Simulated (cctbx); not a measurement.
**CdGa2As2 across an absorption edge**

Space group R-3m (no. 166), a = 3.7710 Å, b = 3.7710 Å, c = 23.4970 Å, α = 90.00°, β = 90.00°, γ = 120.00°.

| atom | mult. | x | y | z | Ueq (Å²) |
| --- | --- | --- | --- | --- | --- |
| Cd1 | 3 | 0 | 0 | 0 | 0.0098 |
| As1 | 6 | 0 | 0 | 0.7439 | 0.0096 |
| Ga1 | 6 | 2/3 | 1/3 | 0.8816 | 0.0129 |

The model was made for the exercise: a known structure type with other elements put in, its volume estimated, not relaxed; displacement parameters are assumed.

Calculated with cctbx: free-atom f′ and f″ from the Sasaki tables, no fine structure; amplitudes in electrons.

```
E (eV)  F 1 2 2  F 0 0 3  F 0 2 1  F 0 3 3
 26111     37.6     40.7     34.3     18.9
 26461     35.5     38.4     36.4     17.0
 26591     33.7     36.4     38.3     15.2
 26651     32.0     34.4     40.1     13.6
 26681     30.3     32.5     41.9     12.0
 26696     28.7     30.7     43.6     10.4
 26703     27.3     29.2     45.0      9.1
 26707     25.7     27.4     46.7      7.6
 26715     24.6     26.2     49.5      9.2
 26719     26.8     28.7     47.0     10.6
 26726     29.1     31.2     44.6     12.3
 26741     31.0     33.3     42.5     13.9
 26771     32.8     35.4     40.5     15.4
 26861     35.2     38.1     38.0     17.5
 27111     37.7     41.0     35.2     19.8
```

**Question.** Which edge is crossed, and why do the reflections move as they do?

The K edge of Cd. The edge is at 26711 eV. f′ of Cd falls from -4.8 e at 26591 eV to -7.8 e at 4 eV below it, and f″ steps from 0.56 to 3.60 e across it. Over that approach |F| changes by -24 % (1 2 2), -25 % (0 0 3), +22 % (0 2 1) and -50 % (0 3 3): a reflection falls where Cd scatters in phase with the total and rises where it scatters against it; it hardly moves where the Cd term is small or cancels by symmetry. Above the edge the larger f″ enters the imaginary part, where it can add to or cancel the other atoms' f″. The structure is centrosymmetric, so Friedel mates stay equal.

[Logs are printed without paths, hosts, clocks, repeated set-up lines and the standing remarks that a program may print on its own settings, such as how far it seeks lower states.]
